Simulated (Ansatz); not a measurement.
# Dielectric function and optical constants of CaHfP2 (model structure)

What colour and refractive index does CaHfP2 (model structure) have at this level of theory? The structure is a model and need not exist. It was built so: All N replaced by P and Sr replaced by Ca in the R-3m structure of SrHfN2.

Method: DFT, PBE, plane-wave PAW, default files, scalar-relativistic, independent-particle optical response without local fields, in Ansatz 0.2.0.

**1. The system as given**

Symmetry: R-3m, No. 166, trigonal system. The conventional cell has a = 3.669 Å, b = 3.669 Å, c = 19.421 Å, α = 90.00°, β = 90.00°, γ = 120.00°. Nearest to Hf lie 6 P at 2.48 Å. Ca has 6 P at 2.88 Å nearest. Nearest to P lie 3 Hf at 2.48 Å and 3 Ca at 2.88 Å. Farther neighbours, and contacts between anions beyond the nearest, are not listed.

**2. Relaxation**

The structure was built or cut out here, so it is relaxed before any spectrum is computed.

This step: DFT, PBE, plane-wave PAW, default files, scalar-relativistic, relaxation (Ansatz 0.2.0).

The input, input.yaml:

```yaml
crystal:
  lattice:
    - [1.83472623, 1.05927968, 6.47374819]
    - [-1.83472623, 1.05927968, 6.47374819]
    - [0.0, -2.11855937, 6.47374819]
  atoms:
    - { symbol: Hf, position: [0.5, 0.5, 0.5] }
    - { symbol: Ca, position: [0.0, 0.0, 0.0] }
    - { symbol: P, position: [0.767368, 0.767368, 0.767368] }
    - { symbol: P, position: [0.232632, 0.232632, 0.232632] }
kpoints:
  mp_grid: { grid: [7, 7, 7] }
scf:
  occupations: { method: fermi_dirac, width: 0.05 }
hamiltonian:
  xc: pbe
  pseudopotentials: { kind: paw }
output:
  forces: true
  stress: true
relax:
  f_tol: 0.02
  max_steps: 50
  cell: {}
```

The run is started by

```bash
> ansatz run input.yaml --threads 4 --pin off --max-ram 8192MiB --backend cpu --events-out ev --progress --plain --runs-dir out
```

Log:

```text
basis.fft_grid_basis auto: the FFT boxes are laid along the combinations [[1, 0, -1], [0, 1, -1], [0, 0, 1]] of the cell's own vectors, 3.669, 3.669 and 6.812 Å long. The dense box has 25×25×48 points. Along the cell's own vectors, as sized, it would have 48×48×48, 3.69 times as many. Of the 12 symmetry operations that the crystal satisfies within crystal.symmetry.tolerance (time reversal apart; of a slab, those that [...]
Engine: ansatz 0.2.0, x86_64-unknown-linux-gnu
Pseudopotentials: kind: paw
Pseudopotential: Hf, paw, valence charge 26, recommended cutoff 420 eV (normal), Hf.paw.azcp
Pseudopotential: Ca, paw, valence charge 10, recommended cutoff 420 eV (normal), Ca.paw.azcp
Pseudopotential: P, paw, valence charge 5, recommended cutoff 420 eV (normal), P.paw.azcp
Functional definition: PBE
  parameter kappa = 0.804
  parameter beta = 0.066725
  exchange = pbe_x(kappa = kappa, mu = beta*pi^2/3)
  correlation = pbe_c(beta = beta)
Crystal: 4 atoms, lattice volume = 75.490 Å³
Basis set: ecut = 420 eV, 1473 PW (Γ), FFT grids on a1−a3, a2−a3, a3, exchange–correlation on 50×50×96 points (8 copies of the dense FFT grid, shifted against one another)
Bands: 28, of which v1, the nominal top of the filled ones, is band 23 counted from 1 (22 counted from 0)
Symmetry: 12 space group operations
Space group: R-3m (ITA 166), of the structure as read, at distance tolerance 4.2e-5 Å
k-points: 44 of 343
Non-local potential: Hf, projectors of the file, l = 0: 3, l = 1: 2, l = 2: 2, l = 3: 3
Non-local potential: Ca, projectors of the file, l = 0: 3, l = 1: 2, l = 2: 2
Non-local potential: P, projectors of the file, l = 0: 2, l = 1: 2, l = 2: 2
PAW form: soft (Blöchl's): semilocal exchange-correlation on the pseudo side does not see the compensation charge
PAW one-centre angular grid: Hf, 590 points (default); XC on 64 Gauss nodes
PAW one-centre angular grid: Ca, 110 points (default); XC on 64 Gauss nodes
PAW one-centre angular grid: P, 110 points (default); XC on 64 Gauss nodes
Initial density: superposition of atomic densities (neutral atoms: chi_scale 0, normalization atom), corrected by the library's trained network
Initial wavefunctions: pseudopotential atomic-orbital guess
Functional: x = pbe(κ = 0.804, μ = 0.219515), c = pbe(β = 0.066725)
SCF iter   1: F=—  HF=-19053.834173 eV  |F-HF|=—  |Δ(HF+E_count)|=         —  Δρ=1.51e-3  dr2=2.97e-3  ethr=1.77e-3  ⟨swp⟩=7.9  Hψ=6150  notcnv=0
preconditioner: auto → Kerker (q_TF=auto, 2.512 Å⁻¹)  [metal: Δε(μ)=0.051 eV  Ē_g=12.930 eV  σ=0.050 eV  W_gap=0.24  n_scr=22 (ndim 8)  ℏωp=25.6 eV  f_vac=0.000  D(μ)=0.60/eV (n_scr^D=2)]
SCF iter   2: F=—  HF=-19053.834210 eV  |F-HF|=—  |Δ(HF+E_count)|=   3.71e-5  Δρ=1.04e-3  dr2=2.31e-3  ethr=6.45e-6  ⟨swp⟩=2.9  Hψ=2793  notcnv=0  defer=2
SCF iter   3: F=—  HF=-19053.833952 eV  |F-HF|=—  |Δ(HF+E_count)|=   2.58e-4  Δρ=4.29e-4  dr2=3.86e-4  ethr=5.03e-6  ⟨swp⟩=2.8  Hψ=1978  notcnv=0  defer=2
SCF iter   4: F=—  HF=-19053.833922 eV  |F-HF|=—  |Δ(HF+E_count)|=   3.08e-5  Δρ=2.21e-4  dr2=3.50e-5  ethr=8.40e-7  ⟨swp⟩=2.0  Hψ=2177  notcnv=0  defer=2
SCF iter   5: F=—  HF=-19053.833898 eV  |F-HF|=—  |Δ(HF+E_count)|=   2.32e-5  Δρ=6.79e-5  dr2=5.86e-6  ethr=7.60e-8  ⟨swp⟩=2.0  Hψ=2232  notcnv=0  defer=2
SCF iter   6: F=—  HF=-19053.833898 eV  |F-HF|=—  |Δ(HF+E_count)|=   1.63e-7  Δρ=2.91e-5  dr2=9.22e-7  ethr=1.27e-8  ⟨swp⟩=3.0  Hψ=1992  notcnv=0  defer=2
SCF iter   7: F=-19053.833898 eV  HF=-19053.833898 eV  |F-HF|=6.69e-9  |Δ(HF+E_count)|=   6.75e-8  Δρ=5.91e-6  dr2=3.87e-8  ethr=2.17e-10  ⟨swp⟩=3.0  Hψ=5302  notcnv=0
SCF 1 converged in 7 iterations: F = -19053.833898 eV  dr2 = 3.87e-8
  greatest PAW one-centre occupation: 0.998 electrons in one spin orbital (limit 2), on the Hf atom at site 0 (counted from 0), in its partial waves of l = 0
relax step   1: F+E_penalty+E_count = -19053.83389823 eV  Δ(F+E_penalty+E_count) = +0.000e0 eV  max|allowed force component| = 3.018e0 eV/Å  Δτ_max = 0.0000 Å  P = +16.736 GPa  Ω = 75.490 Å³  (7 SCF iters, dr2 threshold 1.00e-7 eV, accepted)
Crystal: 4 atoms, lattice volume = 82.156 Å³
Basis set: ecut = 420 eV, 1631 PW (Γ), FFT grids on a1−a3, a2−a3, a3, exchange–correlation on 50×50×96 points (8 copies of the dense FFT grid, shifted against one another)
Initial density: handed on by an earlier stage of this run
Initial wavefunctions: those handed on with the density
iter 1 solved again at ethr=9.54e-4 eV; its pass at ethr=3.10e-3 eV (dr2=4.39e-1 eV) is discarded
SCF iter   1: F=—  HF=-19054.739560 eV  |F-HF|=—  |Δ(HF+E_count)|=         —  Δρ=1.06e-2  dr2=4.35e-1  ethr=9.54e-4  ⟨swp⟩=1.3  Hψ=7498  notcnv=0
preconditioner: auto → Kerker (q_TF=auto, 2.477 Å⁻¹)  [metal: Δε(μ)=0.056 eV  Ē_g=12.926 eV  σ=0.050 eV  W_gap=0.27  n_scr=22 (ndim 8)  ℏωp=24.6 eV  f_vac=0.000  D(μ)=0.60/eV (n_scr^D=2)]
SCF iter   2: F=—  HF=-19054.689383 eV  |F-HF|=—  |Δ(HF+E_count)|=   5.02e-2  Δρ=5.85e-3  dr2=1.45e-1  ethr=9.45e-4  ⟨swp⟩=2.4  Hψ=1523  notcnv=0
SCF iter   3: F=—  HF=-19054.665184 eV  |F-HF|=—  |Δ(HF+E_count)|=   2.42e-2  Δρ=1.14e-3  dr2=3.75e-3  ethr=3.16e-4  ⟨swp⟩=3.1  Hψ=1838  notcnv=0
SCF iter   4: F=—  HF=-19054.665716 eV  |F-HF|=—  |Δ(HF+E_count)|=   5.32e-4  Δρ=1.17e-3  dr2=1.22e-3  ethr=8.16e-6  ⟨swp⟩=2.0  Hψ=2273  notcnv=0
SCF iter   5: F=—  HF=-19054.664239 eV  |F-HF|=—  |Δ(HF+E_count)|=   1.48e-3  Δρ=3.20e-4  dr2=1.61e-4  ethr=2.65e-6  ⟨swp⟩=2.0  Hψ=2239  notcnv=0
SCF iter   6: F=—  HF=-19054.664254 eV  |F-HF|=—  |Δ(HF+E_count)|=   1.58e-5  Δρ=1.10e-4  dr2=1.03e-5  ethr=3.49e-7  ⟨swp⟩=2.0  Hψ=2240  notcnv=0
SCF iter   7: F=—  HF=-19054.664259 eV  |F-HF|=—  |Δ(HF+E_count)|=   4.94e-6  Δρ=2.85e-5  dr2=2.67e-6  ethr=2.23e-8  ⟨swp⟩=2.0  Hψ=1888  notcnv=0
SCF iter   8: F=-19054.664259 eV  HF=-19054.664259 eV  |F-HF|=5.69e-8  |Δ(HF+E_count)|=   1.77e-7  Δρ=1.03e-5  dr2=1.38e-7  ethr=8.70e-10  ⟨swp⟩=3.6  Hψ=5383  notcnv=0
SCF 2 converged in 8 iterations: F = -19054.664259 eV  dr2 = 1.38e-7
relax step   2: F+E_penalty+E_count = -19054.66425908 eV  Δ(F+E_penalty+E_count) = -8.304e-1 eV  max|allowed force component| = 3.768e-1 eV/Å  Δτ_max = 0.1950 Å  P = +1.184 GPa  Ω = 82.156 Å³  energy of the carried Pulay correction = -1.378e-3 eV  (8 SCF iters, dr2 threshold 4.00e-7 eV, accepted)
Crystal: 4 atoms, lattice volume = 84.216 Å³
Basis set: ecut = 420 eV, 1671 PW (Γ), FFT grids on a1−a3, a2−a3, a3, exchange–correlation on 50×50×96 points (8 copies of the dense FFT grid, shifted against one another)
iter 1 solved again at ethr=1.38e-5 eV; its pass at ethr=3.10e-3 eV (dr2=6.34e-3 eV) is discarded
SCF iter   1: F=—  HF=-19054.678244 eV  |F-HF|=—  |Δ(HF+E_count)|=         —  Δρ=2.31e-3  dr2=6.27e-3  ethr=1.38e-5  ⟨swp⟩=2.0  Hψ=8136  notcnv=0
preconditioner: auto → Kerker (q_TF=auto, 2.467 Å⁻¹)  [metal: Δε(μ)=0.088 eV  Ē_g=12.921 eV  σ=0.050 eV  W_gap=0.41  n_scr=22 (ndim 8)  ℏωp=24.3 eV  f_vac=0.000  D(μ)=0.59/eV (n_scr^D=2)]
SCF iter   2: F=—  HF=-19054.678167 eV  |F-HF|=—  |Δ(HF+E_count)|=   7.68e-5  Δρ=1.47e-3  dr2=2.89e-3  ethr=1.36e-5  ⟨swp⟩=1.0  Hψ=1235  notcnv=0
SCF iter   3: F=—  HF=-19054.678217 eV  |F-HF|=—  |Δ(HF+E_count)|=   4.94e-5  Δρ=1.98e-4  dr2=3.18e-5  ethr=6.27e-6  ⟨swp⟩=2.3  Hψ=1741  notcnv=0
SCF iter   4: F=—  HF=-19054.678218 eV  |F-HF|=—  |Δ(HF+E_count)|=   8.66e-7  Δρ=1.61e-4  dr2=2.16e-5  ethr=6.92e-8  ⟨swp⟩=2.2  Hψ=2394  notcnv=0
SCF iter   5: F=—  HF=-19054.678213 eV  |F-HF|=—  |Δ(HF+E_count)|=   4.61e-6  Δρ=5.89e-5  dr2=4.24e-6  ethr=4.70e-8  ⟨swp⟩=2.0  Hψ=1950  notcnv=0
SCF iter   6: F=—  HF=-19054.678213 eV  |F-HF|=—  |Δ(HF+E_count)|=   4.09e-7  Δρ=1.94e-5  dr2=5.66e-7  ethr=9.23e-9  ⟨swp⟩=2.0  Hψ=2101  notcnv=0
SCF iter   7: F=-19054.678213 eV  HF=-19054.678213 eV  |F-HF|=4.79e-9  |Δ(HF+E_count)|=   5.14e-8  Δρ=5.51e-6  dr2=3.38e-8  ethr=8.70e-10  ⟨swp⟩=5.0  Hψ=5234  notcnv=0
SCF 3 converged in 7 iterations: F = -19054.678213 eV  dr2 = 3.38e-8
relax step   3: F+E_penalty+E_count = -19054.67821329 eV  Δ(F+E_penalty+E_count) = -1.395e-2 eV  max|allowed force component| = 1.296e-1 eV/Å  Δτ_max = 0.0460 Å  P = -0.222 GPa  Ω = 84.216 Å³  energy of the carried Pulay correction = -1.780e-3 eV  (7 SCF iters, dr2 threshold 4.00e-7 eV, accepted)
[...]
relax step   4: F+E_penalty+E_count = -19054.68761912 eV  Δ(F+E_penalty+E_count) = -9.406e-3 eV  max|allowed force component| = 3.275e-3 eV/Å  Δτ_max = 0.0102 Å  P = -0.051 GPa  Ω = 83.877 Å³  energy of the carried Pulay correction = -1.715e-3 eV  (6 SCF iters, dr2 threshold 4.00e-7 eV, accepted)
[...]
relax step   5: F+E_penalty+E_count = -19054.68764619 eV  Δ(F+E_penalty+E_count) = -2.707e-5 eV  max|allowed force component| = 9.667e-4 eV/Å  Δτ_max = 0.0005 Å  P = -0.004 GPa  Ω = 83.823 Å³  energy of the carried Pulay correction = -1.704e-3 eV  (5 SCF iters, dr2 threshold 1.25e-8 eV, accepted)
Basis set: ecut = 420 eV, 1649 PW (Γ), FFT grids on a1−a3, a2−a3, a3, exchange–correlation on 54×54×96 points (8 copies of the dense FFT grid, shifted against one another)
Initial wavefunctions: pseudopotential atomic-orbital guess (no wavefunctions were taken with the density)
iter 1 solved again at ethr=2.78e-7 eV; its pass at ethr=3.10e-3 eV (dr2=1.28e-4 eV) is discarded
SCF iter   1: F=—  HF=-19054.689686 eV  |F-HF|=—  |Δ(HF+E_count)|=         —  Δρ=1.26e-4  dr2=1.65e-6  ethr=2.78e-7  ⟨swp⟩=3.3  Hψ=9081  notcnv=0
SCF iter   2: F=—  HF=-19054.689692 eV  |F-HF|=—  |Δ(HF+E_count)|=   6.47e-6  Δρ=6.98e-5  dr2=1.12e-6  ethr=3.58e-9  ⟨swp⟩=2.1  Hψ=2273  notcnv=0
SCF iter   3: F=—  HF=-19054.689693 eV  |F-HF|=—  |Δ(HF+E_count)|=   1.04e-6  Δρ=4.24e-5  dr2=2.65e-7  ethr=2.43e-9  ⟨swp⟩=2.0  Hψ=1973  notcnv=0
SCF iter   4: F=—  HF=-19054.689694 eV  |F-HF|=—  |Δ(HF+E_count)|=   8.03e-7  Δρ=6.86e-6  dr2=9.40e-9  ethr=5.76e-10  ⟨swp⟩=3.0  Hψ=2261  notcnv=0
SCF iter   5: F=—  HF=-19054.689694 eV  |F-HF|=—  |Δ(HF+E_count)|=   2.25e-8  Δρ=9.66e-7  dr2=6.33e-10  ethr=2.04e-11  ⟨swp⟩=2.0  Hψ=2254  notcnv=0
SCF iter   6: F=—  HF=-19054.689694 eV  |F-HF|=—  |Δ(HF+E_count)|=  1.31e-10  Δρ=1.69e-7  dr2=8.39e-11  ethr=1.38e-12  ⟨swp⟩=2.0  Hψ=2249  notcnv=0
SCF iter   7: F=-19054.689694 eV  HF=-19054.689694 eV  |F-HF|=1.82e-11  |Δ(HF+E_count)|=  3.64e-12  Δρ=9.50e-8  dr2=3.37e-11  ethr=1.00e-12  ⟨swp⟩=4.1  Hψ=3916  notcnv=0
SCF 6 converged in 7 iterations: F = -19054.689694 eV  dr2 = 3.37e-11
relax step   6: F+E_penalty+E_count = -19054.68969405 eV  Δ(F+E_penalty+E_count) = -2.048e-3 eV  max|allowed force component| = 1.974e-3 eV/Å  Δτ_max = 0.0000 Å  P = +0.018 GPa  Ω = 83.823 Å³  stress off target by 2.50e-2 GPa  SCF on the basis re-selected at this cell (its energy is not comparable with the rows above)  (7 SCF iters)
basis re-selected at this cell: Δ(F+E_penalty+E_count) = -2.048e-3 eV, ΔP = +0.023 GPa vs the last step (what re-selecting the basis moved, of the pressure what is left beyond the Pulay correction that the steps carried, after the strain that the cell walked since its last selection, with what the two solves' SCF thresholds leave and, on support functions, any second-order correction that the steps lacked; it is no measure of the basis error at this ecutwfc). The dense FFT grid was sized anew with the basis: this SCF ran on 27×27×48 points, the steps before it on 25×25×48, so part of this shift can come from that change (see relax.cell in the input reference). [rest of the remark cut]
SCF converged after 7 iterations
Free energy (F): -19054.689694 eV
Harris-Foulkes:  -19054.689694 eV  (|F-HF|=1.82e-11)
Internal energy: -19054.685029 eV  (E = F + TS)
E sigma→0 (E₀):  -19054.687362 eV
Entropy (-TS):   -0.004665 eV (-1.166 meV/atom)
Fermi energy:    10.881859 eV
--- Per-component energies (eV) ---
  E_band       = -255.055945
  E_kinetic    = 840.864581
  E_local      = -8103.204067  (includes V_loc(G=0)·N_el)
  E_nonlocal   = -1112.492544
  E_hartree    = 3666.955257
  E_xc         = -561.361082
  E_vxc        = -560.396574  (∫ρ·V_xc dr)
  E_paw        = -8923.514638  (= ΣΔE_a)
  E_vpaw       = 1346.262390  (= ΣTr[D̂ρ^β])
  E_aug_tail   = -0.000001  (compensation charges beyond the density's cutoff)
  E_ewald      = -4861.932534
  E_smearing   = -0.004665  (= −TS)
  E_closure    = -0.000000  (closes the sum)
  Σ components = -19054.689694   (vs F -19054.689694, Δ=0.00e0)
--- Forces (eV/Å), atoms counted from 1 ---
  atom   1  Hf     0.00000000     0.00000000     0.00000000
  atom   2  Ca     0.00000000     0.00000000     0.00000000
  atom   3  P     -0.00000000    -0.00000000     0.00197441
  atom   4  P     -0.00000000     0.00000000    -0.00197441
  max |Σ_I F_I| component: 1.73e-18 eV/Å
--- Stress (GPa, compression-positive) ---
        0.025018       0.000000       0.000000
        0.000000       0.025018       0.000000
        0.000000       0.000000       0.005249
  P = ⅓ Tr σ = 0.0184 GPa (0.184 kbar)
--- Relaxed structure (5 steps of the walk, 5 accepted, 1 SCFs on fresh bases) ---
  F+E_penalty+E_count = -19054.68969405 eV   max|allowed force component| = 1.974e-3 eV/Å   (the final SCF, on the basis selected at the relaxed cell)
  cell:  # Å, volume = 83.8235 Å³
    - [1.914837, 1.105531, 6.599510]
    - [-1.914837, 1.105531, 6.599510]
    - [1.511483e-17, -2.211063, 6.599510]
  atoms:
    - { symbol: Hf, position: [0.500000, 0.500000, 0.500000] }
    - { symbol: Ca, position: [-4.019442e-19, -4.019442e-19, -4.019441e-19] }
    - { symbol: P, position: [0.759141, 0.759141, 0.759141] }
    - { symbol: P, position: [0.240859, 0.240859, 0.240859] }
```

Wall time 13 s (4 threads of Intel Xeon at 2.80GHz (Skylake/Cascade Lake), shared host); peak memory 0.55 GiB.

Relaxation path:

```csv
step,energy less that of the first step (eV),largest force component (eV/Å),pressure (GPa),volume (Å³)
1,0.0000,3.0179,16.74,75.49
2,-0.8304,0.3768,1.18,82.16
3,-0.8443,0.1296,-0.22,84.22
4,-0.8537,0.0033,-0.05,83.88
5,-0.8537,0.0010,0.00,83.82
6*,-0.8558,0.0020,0.02,83.82
```

Relaxation steps marked * repeat the geometry before them on a plane-wave basis chosen anew for their cell, so energy and pressure can jump there.

The run keeps the 12 symmetry operations that the program found, so distortions that break them were not tested.

```csv
"conventional cell, symmetrised",before,after,change
a (Å),3.669,3.830,+4.4 %
b (Å),3.669,3.830,+4.4 %
c (Å),19.421,19.799,+1.9 %
volume (Å³/atom),18.87,20.96,+11.0 %
```

The atoms that moved most (Å, as changes of fractional coordinates times the final cell):

```csv
atom,dx,dy,dz,length
P4,0.000,0.000,0.163,0.163
P3,0.000,0.000,-0.163,0.163
```

The relaxation ends with a largest force component of 0.0020 eV/Å and a pressure of 0.02 GPa.

(Continued in part 2 of 2.)

[Long decimals in the printed logs are rounded to 6 places.]

[Logs are printed without paths, hosts, clocks, repeated set-up lines and the standing remarks that a program may print on its own settings, such as how far it seeks lower states.]

[Hosts, paths, dates, database ids (printed as entryN), source tags and the programs' standing remarks are cut or masked in the printed files.]

[Where the starting crystal was built by hand or by swapping elements, it need not be the compound's stable phase.]

[The count of steps not shown may lack steps that the program refused or didn't finish.]
